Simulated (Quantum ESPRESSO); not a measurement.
# KMgF3 (Pm-3m): modes at Γ and the response to a field, part 3 of 5

Aim: the zone-centre modes of KMgF3 (Pm-3m).

Quantum ESPRESSO 7.5; DFT PBE, scalar-relativistic, plane waves, GBRV ultrasoft pseudopotentials.

So far. Step 5 (Zone-centre response): The acoustic modes at Γ come out as far as 17.6 cm⁻¹ from zero, where they should vanish, a sizeable error of basis and grid; the Born charges miss their sum rule by 0.0051 e, which is good. Step 6 (Zone-centre analysis): The rule also moves an optical mode by 1.0 cm⁻¹.

### Step 7. Check by a frozen phonon

The atoms are moved along one mode, by 0.015 Å at most in any Cartesian component, and the restoring forces give its frequency without the response code: a check of the response kernel of this functional.

frozen.in reads:

```
 &control
    calculation='scf',
    prefix='x',
    outdir='./tmp',
    pseudo_dir='./pseudo',
    tprnfor=.true.,
 /
 &system
    ibrav=1,
    celldm(1)=7.65842269,
    nat=5,
    ntyp=3,
    ecutwfc=55.0,
    ecutrho=440.0,
    occupations='fixed',
    nbnd=22,
 /
 &electrons
    conv_thr=1.0d-11,
    mixing_beta=0.7,
    electron_maxstep=100,
 /
ATOMIC_SPECIES
 K      39.0983  K.upf
 Mg     24.3050  Mg.upf
 F      18.9984  F.upf
ATOMIC_POSITIONS crystal
 K      0.500050035   0.500015595   0.500000000
 Mg    -0.002060011  -0.000639143   0.000000000
 F      0.503701270  -0.000181311   0.000000000
 F     -0.000584485   0.501147995   0.000000000
 F     -0.000584485  -0.000181311   0.500000000
K_POINTS automatic
 8 8 8 0 0 0
```

Launch:

```
$ OMP_NUM_THREADS=1 mpirun -n 4 pw.x -nk 4 -in frozen.in > frozen.out
```

The program printed:

```text
[banner, memory and clock lines left out]
Program PWSCF v.7.5

     G-vector sticks info

     bravais-lattice index     =            1
     lattice parameter (alat)  =       7.6584  a.u.
     unit-cell volume          =     449.1775 (a.u.)^3
     number of atoms/cell      =            5
     number of atomic types    =            3
     number of electrons       =        40.00
     number of Kohn-Sham states=           22
     kinetic-energy cutoff     =      55.0000  Ry
     charge density cutoff     =     440.0000  Ry
     scf convergence threshold =      1.0E-11
     mixing beta               =       0.7000
     number of iterations used =            8  plain     mixing
     Exchange-correlation=  SLA  PW   PBX  PBC
                           (   1   4   3   4   0   0   0)

     celldm(1)=   7.658423  celldm(2)=   0.000000  celldm(3)=   0.000000
     celldm(4)=   0.000000  celldm(5)=   0.000000  celldm(6)=   0.000000

     crystal axes: (cart. coord. in units of alat)
               a(1) = (   1.000000   0.000000   0.000000 )
               a(2) = (   0.000000   1.000000   0.000000 )
               a(3) = (   0.000000   0.000000   1.000000 )

     reciprocal axes: (cart. coord. in units 2 pi/alat)
               b(1) = (  1.000000  0.000000  0.000000 )
               b(2) = (  0.000000  1.000000  0.000000 )
               b(3) = (  0.000000  0.000000  1.000000 )

     PseudoPot. # 1 for K  read from file:
     ./pseudo/K.upf
     Pseudo is Ultrasoft + core correction, Zval =  9.0
     Using radial grid of  841 points,  6 beta functions with:
                l(1) =   0
                l(2) =   0
                l(3) =   1
                l(4) =   1
                l(5) =   2
                l(6) =   2
     Q(r) pseudized with  6 coefficients,  rinner =    1.500   1.500   1.500
                                                       1.500   1.500

     PseudoPot. # 2 for Mg read from file:
     ./pseudo/Mg.upf
     Pseudo is Ultrasoft, Zval = 10.0
     Using radial grid of  821 points,  7 beta functions with:
                l(1) =   0
                l(2) =   0
                l(3) =   0
                l(4) =   1
                l(5) =   1
                l(6) =   2
                l(7) =   2
     Q(r) pseudized with  8 coefficients,  rinner =    1.200   1.200   1.200
                                                       1.200   1.200

     PseudoPot. # 3 for F  read from file:
     ./pseudo/F.upf
     Pseudo is Ultrasoft, Zval =  7.0
     Using radial grid of  799 points,  4 beta functions with:
                l(1) =   0
                l(2) =   0
                l(3) =   1
                l(4) =   1
     Q(r) pseudized with  8 coefficients,  rinner =    0.950   0.950   0.950

     atomic species   valence    mass     pseudopotential
     K                 9.00    39.09830     K ( 1.00)
     Mg               10.00    24.30500     Mg( 1.00)
     F                 7.00    18.99840     F ( 1.00)

      2 Sym. Ops. (no inversion) found

   Cartesian axes

     site n.     atom                  positions (alat units)
         1        K      tau(   1) = (   0.5000500   0.5000156   0.5000000  )
         2        Mg     tau(   2) = (  -0.0020600  -0.0006391   0.0000000  )
         3        F      tau(   3) = (   0.5037013  -0.0001813   0.0000000  )
         4        F      tau(   4) = (  -0.0005845   0.5011480   0.0000000  )
         5        F      tau(   5) = (  -0.0005845  -0.0001813   0.5000000  )

     number of k points=   170

     Number of k-points >= 100: set verbosity='high' to print them.

     Dense  grid:    69983 G-vectors     FFT dimensions: (  54,  54,  54)

     Smooth grid:    24837 G-vectors     FFT dimensions: (  40,  40,  40)

     Initial potential from superposition of free atoms

     starting charge      39.1964, renormalised to      40.0000
     Starting wfcs are   25 randomized atomic wfcs

     per-process dynamical memory:    94.3 Mb

     Self-consistent Calculation

     iteration #  1     ecut=    55.00 Ry     beta= 0.70
     Davidson diagonalization with overlap
     ethr =  1.00E-02,  avg # of iterations =  3.3

     Threshold (ethr) on eigenvalues was too large:
     Diagonalizing with lowered threshold

     Davidson diagonalization with overlap
     ethr =  9.12E-04,  avg # of iterations =  3.2

     total energy              =    -328.76300126 Ry
     estimated scf accuracy    <       0.32951184 Ry

     iteration #  2     ecut=    55.00 Ry     beta= 0.70
     Davidson diagonalization with overlap
     ethr =  8.24E-04,  avg # of iterations =  3.6

     total energy              =    -328.85163363 Ry
     estimated scf accuracy    <       0.21677475 Ry

     iteration #  3     ecut=    55.00 Ry     beta= 0.70
     Davidson diagonalization with overlap
     ethr =  5.42E-04,  avg # of iterations =  2.5

     total energy              =    -328.89570874 Ry
     estimated scf accuracy    <       0.00210241 Ry

     iteration #  4     ecut=    55.00 Ry     beta= 0.70
     Davidson diagonalization with overlap
     ethr =  5.26E-06,  avg # of iterations =  8.7

     total energy              =    -328.89703764 Ry
     estimated scf accuracy    <       0.00031682 Ry

     iteration #  5     ecut=    55.00 Ry     beta= 0.70
     Davidson diagonalization with overlap
     ethr =  7.92E-07,  avg # of iterations =  3.7

     total energy              =    -328.89710837 Ry
     estimated scf accuracy    <       0.00000402 Ry

     iteration #  6     ecut=    55.00 Ry     beta= 0.70
     Davidson diagonalization with overlap
     ethr =  1.00E-08,  avg # of iterations =  4.8

     total energy              =    -328.89711103 Ry
     estimated scf accuracy    <       0.00000127 Ry

     iteration #  7     ecut=    55.00 Ry     beta= 0.70
     Davidson diagonalization with overlap
     ethr =  3.18E-09,  avg # of iterations =  2.1

     total energy              =    -328.89711144 Ry
     estimated scf accuracy    <       0.00000013 Ry

     iteration #  8     ecut=    55.00 Ry     beta= 0.70
     Davidson diagonalization with overlap
     ethr =  3.35E-10,  avg # of iterations =  3.6

     total energy              =    -328.89711144 Ry
     estimated scf accuracy    <       0.00000007 Ry

     iteration #  9     ecut=    55.00 Ry     beta= 0.70
     Davidson diagonalization with overlap
     ethr =  1.78E-10,  avg # of iterations =  2.0

     total energy              =    -328.89711146 Ry
     estimated scf accuracy    <          1.6E-10 Ry

     iteration # 10     ecut=    55.00 Ry     beta= 0.70
     Davidson diagonalization with overlap
     ethr =  4.04E-13,  avg # of iterations =  7.2

     total energy              =    -328.89711146 Ry
     estimated scf accuracy    <          1.3E-10 Ry

     iteration # 11     ecut=    55.00 Ry     beta= 0.70
     Davidson diagonalization with overlap
     ethr =  3.25E-13,  avg # of iterations =  2.0

     total energy              =    -328.89711146 Ry
     estimated scf accuracy    <          2.2E-11 Ry

     iteration # 12     ecut=    55.00 Ry     beta= 0.70
     Davidson diagonalization with overlap
     ethr =  1.00E-13,  avg # of iterations =  2.3

     End of self-consistent calculation

     Number of k-points >= 100: set verbosity='high' to print the bands.

     highest occupied, lowest unoccupied level (ev):     2.3210    9.2735

!    total energy              =    -328.89711146 Ry
     estimated scf accuracy    <          4.5E-13 Ry

     The total energy is the sum of the following terms:
     one-electron contribution =    -187.34521748 Ry
     hartree contribution      =     109.63266297 Ry
     xc contribution           =     -54.45613561 Ry
     ewald contribution        =    -196.72842133 Ry

     convergence has been achieved in  12 iterations

     Forces acting on atoms (cartesian axes, Ry/au):

     atom    1 type  1   force =    -0.00020614   -0.00006280    0.00000000
     atom    2 type  2   force =     0.00525740    0.00162341    0.00000000
     atom    3 type  3   force =    -0.00738967    0.00036319    0.00000000
     atom    4 type  3   force =     0.00116932   -0.00228614    0.00000000
     atom    5 type  3   force =     0.00116909    0.00036233    0.00000000

     Total force =     0.009652     Total SCF correction =     0.000001

     XML data file, charge density, pseudopotentials, collected wavefunctions
```

Wall time 2.1 min (4 MPI ranks of Arm Neoverse N1, shared host); 8.4 min of CPU time.

Read from the output:

```yaml
frequency_from_the_forces: 425.7 cm⁻¹
frequency_from_linear_response: 425.8 cm⁻¹
```

The forces give 425.7 cm⁻¹ against 425.8 cm⁻¹ from linear response after the sum rule and 425.1 cm⁻¹ before it.

### Step 8. A frozen mode

The atoms are moved along one mode, by 0.015 Å at most in any Cartesian component, and the restoring forces give its frequency without the response code: a check of the response kernel of this functional.

frozen.in, as its differences from that of step 7:

```diff
@@ -27,7 +27,7 @@
 ATOMIC_POSITIONS crystal
- K      0.500050035   0.500015595   0.500000000
- Mg    -0.002060011  -0.000639143   0.000000000
- F      0.503701270  -0.000181311   0.000000000
- F     -0.000584485   0.501147995   0.000000000
- F     -0.000584485  -0.000181311   0.500000000
+ K      0.503701270   0.497488815   0.499882143
+ Mg    -0.001289714   0.000874642   0.000041021
+ F      0.498304540   0.001449319   0.000067630
+ F     -0.002135839   0.501150491   0.000067630
+ F     -0.002135839   0.001449319   0.500054261
 K_POINTS automatic
```

The program printed:

```text
[banner, memory and clock lines left out]
Program PWSCF v.7.5

     G-vector sticks info

     bravais-lattice index     =            1
     lattice parameter (alat)  =       7.6584  a.u.
     unit-cell volume          =     449.1775 (a.u.)^3
     number of atoms/cell      =            5
     number of atomic types    =            3
     number of electrons       =        40.00
     number of Kohn-Sham states=           22
     kinetic-energy cutoff     =      55.0000  Ry
     charge density cutoff     =     440.0000  Ry
     scf convergence threshold =      1.0E-11
     mixing beta               =       0.7000
     number of iterations used =            8  plain     mixing
     Exchange-correlation=  SLA  PW   PBX  PBC
                           (   1   4   3   4   0   0   0)

     celldm(1)=   7.658423  celldm(2)=   0.000000  celldm(3)=   0.000000
     celldm(4)=   0.000000  celldm(5)=   0.000000  celldm(6)=   0.000000

     crystal axes: (cart. coord. in units of alat)
               a(1) = (   1.000000   0.000000   0.000000 )
               a(2) = (   0.000000   1.000000   0.000000 )
               a(3) = (   0.000000   0.000000   1.000000 )

     reciprocal axes: (cart. coord. in units 2 pi/alat)
               b(1) = (  1.000000  0.000000  0.000000 )
               b(2) = (  0.000000  1.000000  0.000000 )
               b(3) = (  0.000000  0.000000  1.000000 )

     PseudoPot. # 1 for K  read from file:
     ./pseudo/K.upf
     Pseudo is Ultrasoft + core correction, Zval =  9.0
     Using radial grid of  841 points,  6 beta functions with:
                l(1) =   0
                l(2) =   0
                l(3) =   1
                l(4) =   1
                l(5) =   2
                l(6) =   2
     Q(r) pseudized with  6 coefficients,  rinner =    1.500   1.500   1.500
                                                       1.500   1.500

     PseudoPot. # 2 for Mg read from file:
     ./pseudo/Mg.upf
     Pseudo is Ultrasoft, Zval = 10.0
     Using radial grid of  821 points,  7 beta functions with:
                l(1) =   0
                l(2) =   0
                l(3) =   0
                l(4) =   1
                l(5) =   1
                l(6) =   2
                l(7) =   2
     Q(r) pseudized with  8 coefficients,  rinner =    1.200   1.200   1.200
                                                       1.200   1.200

     PseudoPot. # 3 for F  read from file:
     ./pseudo/F.upf
     Pseudo is Ultrasoft, Zval =  7.0
     Using radial grid of  799 points,  4 beta functions with:
                l(1) =   0
                l(2) =   0
                l(3) =   1
                l(4) =   1
     Q(r) pseudized with  8 coefficients,  rinner =    0.950   0.950   0.950

     atomic species   valence    mass     pseudopotential
     K                 9.00    39.09830     K ( 1.00)
     Mg               10.00    24.30500     Mg( 1.00)
     F                 7.00    18.99840     F ( 1.00)

     No symmetry found

   Cartesian axes

     site n.     atom                  positions (alat units)
         1        K      tau(   1) = (   0.5037013   0.4974888   0.4998821  )
         2        Mg     tau(   2) = (  -0.0012897   0.0008746   0.0000410  )
         3        F      tau(   3) = (   0.4983045   0.0014493   0.0000676  )
         4        F      tau(   4) = (  -0.0021358   0.5011505   0.0000676  )
         5        F      tau(   5) = (  -0.0021358   0.0014493   0.5000543  )

     number of k points=   260

     Number of k-points >= 100: set verbosity='high' to print them.

     Dense  grid:    69983 G-vectors     FFT dimensions: (  54,  54,  54)

     Smooth grid:    24837 G-vectors     FFT dimensions: (  40,  40,  40)

     Initial potential from superposition of free atoms

     starting charge      39.1964, renormalised to      40.0000
     Starting wfcs are   25 randomized atomic wfcs

     per-process dynamical memory:   112.8 Mb

     Self-consistent Calculation

     iteration #  1     ecut=    55.00 Ry     beta= 0.70
     Davidson diagonalization with overlap
     ethr =  1.00E-02,  avg # of iterations =  3.5

     Threshold (ethr) on eigenvalues was too large:
     Diagonalizing with lowered threshold

     Davidson diagonalization with overlap
     ethr =  9.10E-04,  avg # of iterations =  3.4

     total energy              =    -328.76346533 Ry
     estimated scf accuracy    <       0.32923873 Ry

     iteration #  2     ecut=    55.00 Ry     beta= 0.70
     Davidson diagonalization with overlap
     ethr =  8.23E-04,  avg # of iterations =  3.6

     total energy              =    -328.85188892 Ry
     estimated scf accuracy    <       0.21597458 Ry

     iteration #  3     ecut=    55.00 Ry     beta= 0.70
     Davidson diagonalization with overlap
     ethr =  5.40E-04,  avg # of iterations =  2.4

     total energy              =    -328.89578993 Ry
     estimated scf accuracy    <       0.00209779 Ry

     iteration #  4     ecut=    55.00 Ry     beta= 0.70
     Davidson diagonalization with overlap
     ethr =  5.24E-06,  avg # of iterations =  8.7

     total energy              =    -328.89715086 Ry
     estimated scf accuracy    <       0.00032509 Ry

     iteration #  5     ecut=    55.00 Ry     beta= 0.70
     Davidson diagonalization with overlap
     ethr =  8.13E-07,  avg # of iterations =  3.8

     total energy              =    -328.89722351 Ry
     estimated scf accuracy    <       0.00000464 Ry

     iteration #  6     ecut=    55.00 Ry     beta= 0.70
     Davidson diagonalization with overlap
     ethr =  1.16E-08,  avg # of iterations =  4.7

     total energy              =    -328.89722643 Ry
     estimated scf accuracy    <       0.00000182 Ry

     iteration #  7     ecut=    55.00 Ry     beta= 0.70
     Davidson diagonalization with overlap
     ethr =  4.55E-09,  avg # of iterations =  2.0

     total energy              =    -328.89722679 Ry
     estimated scf accuracy    <       0.00000015 Ry

     iteration #  8     ecut=    55.00 Ry     beta= 0.70
     Davidson diagonalization with overlap
     ethr =  3.85E-10,  avg # of iterations =  4.0

     total energy              =    -328.89722684 Ry
     estimated scf accuracy    <       0.00000009 Ry

     iteration #  9     ecut=    55.00 Ry     beta= 0.70
     Davidson diagonalization with overlap
     ethr =  2.16E-10,  avg # of iterations =  2.0

     total energy              =    -328.89722686 Ry
     estimated scf accuracy    <          2.1E-10 Ry

     iteration # 10     ecut=    55.00 Ry     beta= 0.70
     Davidson diagonalization with overlap
     ethr =  5.17E-13,  avg # of iterations =  7.3

     total energy              =    -328.89722686 Ry
     estimated scf accuracy    <          4.6E-10 Ry

     iteration # 11     ecut=    55.00 Ry     beta= 0.70
     Davidson diagonalization with overlap
     ethr =  5.17E-13,  avg # of iterations =  2.0

     total energy              =    -328.89722686 Ry
     estimated scf accuracy    <          9.0E-11 Ry

     iteration # 12     ecut=    55.00 Ry     beta= 0.70
     Davidson diagonalization with overlap
     ethr =  2.25E-13,  avg # of iterations =  4.0

     total energy              =    -328.89722686 Ry
     estimated scf accuracy    <          1.5E-11 Ry

     iteration # 13     ecut=    55.00 Ry     beta= 0.70
     Davidson diagonalization with overlap
     ethr =  1.00E-13,  avg # of iterations =  1.0

     End of self-consistent calculation

     Number of k-points >= 100: set verbosity='high' to print the bands.

     highest occupied, lowest unoccupied level (ev):     2.3208    9.2737

!    total energy              =    -328.89722686 Ry
     estimated scf accuracy    <          2.9E-12 Ry

     The total energy is the sum of the following terms:
     one-electron contribution =    -187.33341301 Ry
     hartree contribution      =     109.62629946 Ry
     xc contribution           =     -54.45591096 Ry
     ewald contribution        =    -196.73420236 Ry

     convergence has been achieved in  13 iterations

     Forces acting on atoms (cartesian axes, Ry/au):

     atom    1 type  1   force =    -0.00162121    0.00109898    0.00005349
     atom    2 type  2   force =     0.00033979   -0.00022950   -0.00001111
     atom    3 type  3   force =     0.00035726   -0.00031251   -0.00001492
     atom    4 type  3   force =     0.00046137   -0.00024236   -0.00001496
     atom    5 type  3   force =     0.00046279   -0.00031462   -0.00001250

     Total force =     0.002195     Total SCF correction =     0.000003

     XML data file, charge density, pseudopotentials, collected wavefunctions
```

The job ended after 3.2 min (4 MPI ranks).

Read from the output:

```yaml
frequency_from_the_forces: 139.1 cm⁻¹
frequency_from_linear_response: 139.2 cm⁻¹
```

The forces give 139.1 cm⁻¹ against 139.2 cm⁻¹ from linear response after the sum rule and 138.9 cm⁻¹ before it.

### Step 9. The LO-TO splitting (1 0 0)

A longitudinal polar mode sets up a macroscopic field that stiffens it; the term hangs on the direction from which q goes to zero.

dynmat.in reads:

```
 &input
    fildyn='g.dyn',
    asr='simple',
    fileig='dynmat.eig',
    q(1)=1.0,
    q(2)=0.0,
    q(3)=0.0,
 /
```

Launch:

```
$ dynmat.x -in dynmat.in > dynmat.out
```

The program printed:

```text
[banner, memory and clock lines left out]
Program DYNMAT v.7.5

     Reading Dynamical Matrix from file g.dyn
     ...Force constants read
     ...epsilon and Z* read

     Polarizability (A^3 units)
     multiply by 0.738043 for Clausius-Mossotti correction
         5.640024    0.000000    0.000000
         0.000000    5.640024    0.000000
         0.000000    0.000000    5.640024

     IR activities are in (D/A)^2/amu units

# mode   [cm-1]    [THz]      IR
    1     -0.00   -0.0000    0.0000
    2      0.00    0.0000    0.0000
    3      0.00    0.0000    0.0000
    4    139.21    4.1735    1.8504
    5    139.21    4.1735    1.8504
    6    176.04    5.2775    0.2704
    7    180.61    5.4145    0.0000
    8    180.61    5.4145    0.0000
    9    180.61    5.4145    0.0000
   10    281.37    8.4353    3.3917
   11    281.37    8.4353    3.3917
   12    336.75   10.0954    1.0636
   13    425.85   12.7667    3.6920
   14    425.85   12.7667    3.6920
   15    523.60   15.6971    7.6000

[end of the log left out, with the tail of the file of modes that dynmat.x writes under the same name]
```

The job ended after 0.47 s (1 thread).

Read from the output:

```yaml
highest_mode_moved_by_the_lo_to_term: 523.6 cm⁻¹
```

Zone-centre frequencies as printed; negative means imaginary. Modes:

```tsv
mode	frequency (cm⁻¹)
1	0
2	0
3	0
4	139.2
5	139.2
6	176
7	180.6
8	180.6
9	180.6
10	281.4
11	281.4
12	336.8
13	425.9
14	425.9
15	523.6
```

The field moves 3 modes; the highest of them now lies at 524 cm⁻¹, where the highest that moved away lay at 426.

[end of part 3 of 5]

[Host names and launcher messages were left out of these logs when they were recorded.]

[Logs are printed without paths, hosts, clocks, repeated set-up lines and the standing remarks that a program may print on its own settings, such as how far it seeks lower states.]

[Hosts, paths, dates, database ids (printed as entryN), source tags and the programs' standing remarks are cut or masked in the printed files.]
